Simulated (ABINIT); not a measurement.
# RbGeH3 (Pm-3m): zone-centre phonons, part 2 of 4

Which modes does RbGeH3 (Pm-3m) have at the zone centre?

ABINIT 10.8.3; DFT PBE, scalar-relativistic, plane waves, PseudoDojo norm-conserving pseudopotentials.

So far. Step 5 (Relaxing the cell and atoms): The volume changes by -0.3 % in this run and stands -16.2 % from the first cell. The relaxed cell has a = 4.158 Å (conventional setting).

The structure was built from a prototype and need not be the compound's stable phase.

### Step 7. Linear response at Γ

At q = 0 one unit cell holds all displacements. The response is solved for single atoms along the cell's directions, and symmetry skips those that follow from others. The crystal is treated as a metal, which screens a static field, so no field response is asked.

dfpt_gamma.abi

```

# common to the responses
getwfk_filepath "gso_WFK"
kptopt 2
nqpt 1
qpt 0.0 0.0 0.0
asr 0
chneut 0

# displacements
rfphon 1
rfatpol 1 5
rfdir 1 1 1
tolvrs 1.0d-10
prtwf 0

# basis, mesh and filling
ecut 43.0
ecutsm 3.0
ngkpt 6 6 6
nshiftk 1
shiftk 0.0 0.0 0.0
istwfk *1
occopt 6
tsmear 0.01
nband 20
nstep 100
diemac 1000000.0
prtebands 0
prtgsr 0
useylm 1

# cell and atoms
acell 7.857828801 7.857828801 7.857828801
rprim 
    1.0 0.0 0.0
    0.0 1.0 0.0
    0.0 0.0 1.0
ntypat 3
znucl 37 32 1
natom 5
typat 1 2 3 3 3
xred 
    0.0 0.0 0.0
    0.5 0.5 0.5
    0.5 0.5 0.0
    0.5 0.0 0.5
    0.0 0.5 0.5
pp_dirpath "./pseudo"
pseudos "Rb.upf, Ge.upf, H.upf"
```

On the command line:

```
OMP_NUM_THREADS=1 mpirun -n 4 abinit dfpt_gamma.abi > dfpt_gamma.log
```

Numbers of over 12 decimals in the logs are rounded to 6 here.

dfpt_gamma.abo, the main output file:

```text
[banners, grids, parts of the stress and lines that vanish by symmetry left out]
- input  file    -> dfpt_gamma.abi
- output file    -> dfpt_gamma.abo
- root for input  files -> dfpt_gammai
- root for output files -> dfpt_gammao

 Symmetries : space group Pm -3 m (#221); Bravais cP (primitive cubic)
================================================================================
 Values of the parameters that define the memory need of the present run (RF).
     intxc =       0      iscf =       7    lmnmax =      25     lnmax =       7
     mgfft =      48  mpssoang =       4    mqgrid =    3001     natom =       5
  nloc_mem =       1    nspden =       1   nspinor =       1    nsppol =       1
      nsym =      48    n1xccc =    2501    ntypat =       3    occopt =       6
   xclevel =       2
-    mband =          20        mffmem =           1         mkmem =          28
-   mkqmem =          28        mk1mem =          28           mpw =        6619
      nfft =      110592          nkpt =         112
- my_mband =          20
================================================================================
================================================================================

--------------------------------------------------------------------------------
------------- Echo of variables that govern the present computation ------------
--------------------------------------------------------------------------------
-
- outvars: echo of selected default values
-   iomode0 =  0 , fftalg0 =312 , wfoptalg0 =  0
-
- outvars: echo of global parameters not present in the input file
-  max_nthreads =    1
-
 -outvars: echo values of preprocessed input variables
 [... echo left out ...]
================================================================================

 chkinp: Checking input parameters for consistency.

[...]
== DATASET  1 ==================================================================
-   mpi_nproc: 4, omp_nthreads: 1 (-1 if OMP is not activated)

--- !DatasetInfo
iteration_state: {dtset: 1, }
dimensions: {natom: 5, nkpt: 112, mband: 20, nsppol: 1, nspinor: 1, nspden: 1, mpw: 6619, }
cutoff_energies: {ecut:  43.0, pawecutdg:  -1.0, }
electrons: {nelect:   2.60000000E+01, charge:   0.00000000E+00, occopt:   6.00000000E+00, tsmear:   1.00000000E-02, }
meta: {optdriver: 1, rfphon: 1, }
...

 mkfilename: getwfk from: gso_WFK

 Real(R)+Recip(G) space primitive vectors, cartesian coordinates (Bohr,Bohr^-1):
 R(1)=  7.8578288  0.0000000  0.0000000  G(1)=  0.1272616  0.0000000  0.0000000
 R(2)=  0.0000000  7.8578288  0.0000000  G(2)=  0.0000000  0.1272616  0.0000000
 R(3)=  0.0000000  0.0000000  7.8578288  G(3)=  0.0000000  0.0000000  0.1272616
 Unit cell volume ucvol=  4.8518536E+02 bohr^3
 Angles (23,13,12)=  9.00000000E+01  9.00000000E+01  9.00000000E+01 degrees
 setup1 : take into account q-point for computing boxcut.

 getcut: wavevector=  0.0000  0.0000  0.0000  ngfft=  48  48  48
         ecut(hartree)=     43.000   => boxcut(ratio)=   2.06938

--- Pseudopotential description ------------------------------------------------
- pspini: atom type   1  psp file is ./pseudo/Rb.upf

- pspini: atom type   2  psp file is ./pseudo/Ge.upf

- pspini: atom type   3  psp file is ./pseudo/H.upf

   1.71345497E+03                                ecore*ucvol(ha*bohr**3)
--------------------------------------------------------------------------------

 ==>  initialize data related to q vector <==

 The list of irreducible perturbations for this q vector is:
    1)    idir= 1    ipert=   1
    2)    idir= 1    ipert=   2
    3)    idir= 1    ipert=   3
    4)    idir= 3    ipert=   3

[...]
The perturbation idir=   2  ipert=   1 is
 symmetric of a previously calculated perturbation.
 So, its SCF calculation is not needed.

 The perturbation idir=   3  ipert=   1 is
 symmetric of a previously calculated perturbation.
 So, its SCF calculation is not needed.

 The perturbation idir=   2  ipert=   2 is
 symmetric of a previously calculated perturbation.
 So, its SCF calculation is not needed.

 The perturbation idir=   3  ipert=   2 is
 symmetric of a previously calculated perturbation.
 So, its SCF calculation is not needed.

[...]
The perturbation idir=   2  ipert=   5 is
 symmetric of a previously calculated perturbation.
 So, its SCF calculation is not needed.

 The perturbation idir=   3  ipert=   5 is
 symmetric of a previously calculated perturbation.
 So, its SCF calculation is not needed.

--------------------------------------------------------------------------------
 Perturbation wavevector (in red.coord.)   0.000000  0.000000  0.000000
 Perturbation : displacement of atom   1   along direction   1
 Found     8 symmetries that leave the perturbation invariant.

[...]
dfpt_looppert : total number of electrons, from k and k+q
  fully or partially occupied states are    2.600000E+01 and    2.600000E+01.
 Initialisation of the first-order wave-functions :
  ireadwf=   0

--- !BeginCycle
iteration_state: {dtset: 1, }
solver: {iscf: 7, nstep: 100, nline: 4, wfoptalg: 0, }
tolerances: {tolvrs: 1.00E-10, }
...

     iter   2DEtotal(Ha)        deltaE(Ha) residm    vres2
-ETOT  1   1.939047     -1.127E+03 3.794E+00 2.676E+02
 ETOT  2   1.217917     -7.211E-01 7.389E-02 1.182E+02
 ETOT  3   1.180563     -3.735E-02 1.591E-03 1.275E+01
 ETOT  4   1.179116     -1.447E-03 3.848E-04 8.602E-01
 ETOT  5   1.178723     -3.931E-04 1.685E-04 1.710E-01
[...]
At SCF step   10       vres2   =  3.70E-11 < tolvrs=  1.00E-10 =>converged.
[...]
Mean square residual over all n,k,spin=   48.830E-09; max=  26.584E-06

 Thirteen components of 2nd-order total energy (hartree) are
 1,2,3: 0th-order hamiltonian combined with 1st-order wavefunctions
     kin0=   8.21642529E+02 eigvalue=   1.21869623E+02  local=  -4.13924670E+02
 4,5,6: 1st-order hamiltonian combined with 1st and 0th-order wfs
 loc psp =  -8.86443643E+02  Hartree=   3.14515046E+02     xc=  -9.28350185E+01
 note that "loc psp" includes a xc core correction that could be resolved
 7,8,9: eventually, occupation + non-local contributions
    edocc=   8.01559574E+01     enl0=   2.96273725E+02   enl1=  -1.36895074E+03
 1-9 gives the relaxation energy (to be shifted if some occ is /=2.0)
   erelax=  -1.12769719E+03
 10,11,12 Non-relaxation  contributions : frozen-wavefunctions and Ewald
 fr.local=   3.83842083E+02 fr.nonlo=   6.85987510E+02  Ewald=   8.15600489E+01
 13,14 Frozen wf xc core corrections (1) and (2)
 frxc 1  =  -1.66892671E+02  frxc 2 =   1.44378914E+02
 Resulting in :
 2DEtotal=    0.1178692677E+01 Ha. Also 2DEtotal=    0.320738616869E+02 eV
    (2DErelax=   -1.1276971930E+03 Ha. 2DEnonrelax=    1.1288758857E+03 Ha)
    (  non-var. 2DEtotal :    1.1786937208E+00 Ha)

[...]
Perturbation wavevector (in red.coord.)   0.000000  0.000000  0.000000
 Perturbation : displacement of atom   2   along direction   1
 Found     8 symmetries that leave the perturbation invariant.

[...]
dfpt_looppert : total number of electrons, from k and k+q
  fully or partially occupied states are    2.600000E+01 and    2.600000E+01.
 Initialisation of the first-order wave-functions :
  ireadwf=   0

--- !BeginCycle
iteration_state: {dtset: 1, }
solver: {iscf: 7, nstep: 100, nline: 4, wfoptalg: 0, }
tolerances: {tolvrs: 1.00E-10, }
...

     iter   2DEtotal(Ha)        deltaE(Ha) residm    vres2
-ETOT  1   7.566532     -4.491E+04 2.688E+01 6.311E+02
[...]
At SCF step   11       vres2   =  3.24E-12 < tolvrs=  1.00E-10 =>converged.
[...]
Mean square residual over all n,k,spin=   25.060E-09; max=  17.348E-06

 Thirteen components of 2nd-order total energy (hartree) are
 1,2,3: 0th-order hamiltonian combined with 1st-order wavefunctions
     kin0=   4.96950610E+04 eigvalue=   4.34431264E+03  local=  -1.51588839E+04
 4,5,6: 1st-order hamiltonian combined with 1st and 0th-order wfs
 loc psp =  -7.51815224E+03  Hartree=   3.19569549E+03     xc=  -7.56372555E+02
 note that "loc psp" includes a xc core correction that could be resolved
 7,8,9: eventually, occupation + non-local contributions
    edocc=   1.97413207E+01     enl0=   3.57683513E+03   enl1=  -8.23146260E+04
 1-9 gives the relaxation energy (to be shifted if some occ is /=2.0)
   erelax=  -4.49163891E+04
 10,11,12 Non-relaxation  contributions : frozen-wavefunctions and Ewald
 fr.local=   3.66115725E+03 fr.nonlo=   4.11253896E+04  Ewald=   8.95561321E+01
 13,14 Frozen wf xc core corrections (1) and (2)
 frxc 1  =  -8.76784083E+02  frxc 2 =   9.15249453E+02
 Resulting in :
 2DEtotal=   -0.1820740511E+01 Ha. Also 2DEtotal=   -0.495448733014E+02 eV
    (2DErelax=   -4.4916389100E+04 Ha. 2DEnonrelax=    4.4914568359E+04 Ha)
    (  non-var. 2DEtotal :   -1.8207415113E+00 Ha)

[...]
Perturbation wavevector (in red.coord.)   0.000000  0.000000  0.000000
 Perturbation : displacement of atom   3   along direction   1
 Found     4 symmetries that leave the perturbation invariant.

[...]
dfpt_looppert : total number of electrons, from k and k+q
  fully or partially occupied states are    2.600000E+01 and    2.600000E+01.
 Initialisation of the first-order wave-functions :
  ireadwf=   0

--- !BeginCycle
iteration_state: {dtset: 1, }
solver: {iscf: 7, nstep: 100, nline: 4, wfoptalg: 0, }
tolerances: {tolvrs: 1.00E-10, }
...

     iter   2DEtotal(Ha)        deltaE(Ha) residm    vres2
-ETOT  1   1.265164     -6.016E+01 5.951E-01 9.568E+02
[...]
At SCF step   11       vres2   =  4.41E-12 < tolvrs=  1.00E-10 =>converged.
[...]
Mean square residual over all n,k,spin=   79.878E-09; max=  91.697E-06

 Thirteen components of 2nd-order total energy (hartree) are
 1,2,3: 0th-order hamiltonian combined with 1st-order wavefunctions
     kin0=   6.60735061E+01 eigvalue=   8.60884151E-01  local=  -1.47992058E+01
 4,5,6: 1st-order hamiltonian combined with 1st and 0th-order wfs
 loc psp =  -8.63126773E+01  Hartree=   1.39608257E+01     xc=  -9.72410449E+00
 note that "loc psp" includes a xc core correction that could be resolved
 7,8,9: eventually, occupation + non-local contributions
    edocc=   4.72654173E+00     enl0=  -7.98791645E-01   enl1=  -3.42866343E+01
 1-9 gives the relaxation energy (to be shifted if some occ is /=2.0)
   erelax=  -6.02996558E+01
 10,11,12 Non-relaxation  contributions : frozen-wavefunctions and Ewald
 fr.local=   5.31419908E+01 fr.nonlo=   1.73382705E+01  Ewald=  -9.05894071E+00
 13,14 Frozen wf xc core corrections (1) and (2)
 frxc 1  =   0.00000000E+00  frxc 2 =   0.00000000E+00
 Resulting in :
 2DEtotal=    0.1121664799E+01 Ha. Also 2DEtotal=    0.305220540739E+02 eV
    (2DErelax=   -6.0299655798E+01 Ha. 2DEnonrelax=    6.1421320596E+01 Ha)
    (  non-var. 2DEtotal :    1.1216647843E+00 Ha)

[...]
Perturbation wavevector (in red.coord.)   0.000000  0.000000  0.000000
 Perturbation : displacement of atom   3   along direction   3
 Found     8 symmetries that leave the perturbation invariant.

--------------------------------------------------------------------------------

--------------------------------------------------------------------------------

 dfpt_looppert : total number of electrons, from k and k+q
  fully or partially occupied states are    2.600000E+01 and    2.600000E+01.
 Initialisation of the first-order wave-functions :
  ireadwf=   0

--- !BeginCycle
iteration_state: {dtset: 1, }
solver: {iscf: 7, nstep: 100, nline: 4, wfoptalg: 0, }
tolerances: {tolvrs: 1.00E-10, }
...

     iter   2DEtotal(Ha)        deltaE(Ha) residm    vres2
-ETOT  1  -5.957306     -6.817E+01 9.181E-01 7.953E+02
[...]
ETOT 10  -6.241889      4.405E-13 8.838E-08 1.098E-10
 ETOT 11  -6.241889     -5.187E-12 5.254E-07 1.701E-12

 At SCF step   11       vres2   =  1.70E-12 < tolvrs=  1.00E-10 =>converged.
[...]
Mean square residual over all n,k,spin=   73.858E-11; max=  52.541E-08

 Thirteen components of 2nd-order total energy (hartree) are
 1,2,3: 0th-order hamiltonian combined with 1st-order wavefunctions
     kin0=   6.58849652E+01 eigvalue=   1.04070645E+00  local=  -1.53609830E+01
 4,5,6: 1st-order hamiltonian combined with 1st and 0th-order wfs
 loc psp =  -9.99268908E+01  Hartree=   1.97339500E+01     xc=  -1.40310555E+01
 note that "loc psp" includes a xc core correction that could be resolved
 7,8,9: eventually, occupation + non-local contributions
    edocc=   1.22207613E+01     enl0=  -1.03436172E+00   enl1=  -3.69810749E+01
 1-9 gives the relaxation energy (to be shifted if some occ is /=2.0)
   erelax=  -6.84539828E+01
 10,11,12 Non-relaxation  contributions : frozen-wavefunctions and Ewald
 fr.local=  -1.21428898E+01 fr.nonlo=   1.62566864E+01  Ewald=   5.80982976E+01
 13,14 Frozen wf xc core corrections (1) and (2)
 frxc 1  =   0.00000000E+00  frxc 2 =   0.00000000E+00
 Resulting in :
 2DEtotal=   -0.6241888750E+01 Ha. Also 2DEtotal=   -0.169850445671E+03 eV
    (2DErelax=   -6.8453982844E+01 Ha. 2DEnonrelax=    6.2212094095E+01 Ha)
    (  non-var. 2DEtotal :   -6.2418887526E+00 Ha)

[...]
---- first-order wavefunction calculations are completed ----

 ==> Compute Derivative Database <==

 [... matrices left out ...]
  Phonon wavevector (reduced coordinates) :  0.00000  0.00000  0.00000
 Phonon energies in Hartree :
  -7.462306E-03 -7.462306E-03 -7.462306E-03  2.679211E-05  2.679211E-05
   2.679211E-05  4.933498E-04  4.933498E-04  4.933498E-04  3.072546E-03
   3.072546E-03  3.072546E-03  3.264294E-03  3.264294E-03  3.264294E-03
 Phonon frequencies in cm-1    :
- -1.637787E+03 -1.637787E+03 -1.637787E+03  5.880188E+00  5.880188E+00
-  5.880188E+00  1.082778E+02  1.082778E+02  1.082778E+02  6.743459E+02
-  6.743459E+02  6.743459E+02  7.164296E+02  7.164296E+02  7.164296E+02

== END DATASET(S) ==============================================================
================================================================================

 -outvars: echo values of variables after computation
            acell      7.8578288010E+00  7.8578288010E+00  7.8578288010E+00 Bohr
           etotal     -6.2418887496E+00
            fcart      0.0000000000E+00  0.0000000000E+00  0.0000000000E+00
           strten      0.0000000000E+00  0.0000000000E+00  0.0000000000E+00
================================================================================
```

Run time: 6 min. Hardware: 4 MPI ranks of Arm Neoverse N1, shared host.

Read from the output:

```
largest acoustic frequency at the zone centre before the sum rule : 5.88 cm⁻¹
highest optical zone-centre mode (no LO-TO term)                  : 716.4 cm⁻¹
lowest optical zone-centre mode                                   : -1638 cm⁻¹
```

The acoustic modes at Γ come out as far as 5.9 cm⁻¹ from zero, where they should vanish, a small numerical error. The lowest optical mode is imaginary, 1638i cm⁻¹, an instability at this level and on this k mesh.

(Continued in part 3 of 4.)

[Host names and launcher messages were left out of these logs when they were recorded.]

[Logs are printed without paths, hosts, clocks, repeated set-up lines and the standing remarks that a program may print on its own settings, such as how far it seeks lower states.]

[Hosts, paths, dates, database ids (printed as entryN), source tags and the programs' standing remarks are cut or masked in the printed files.]
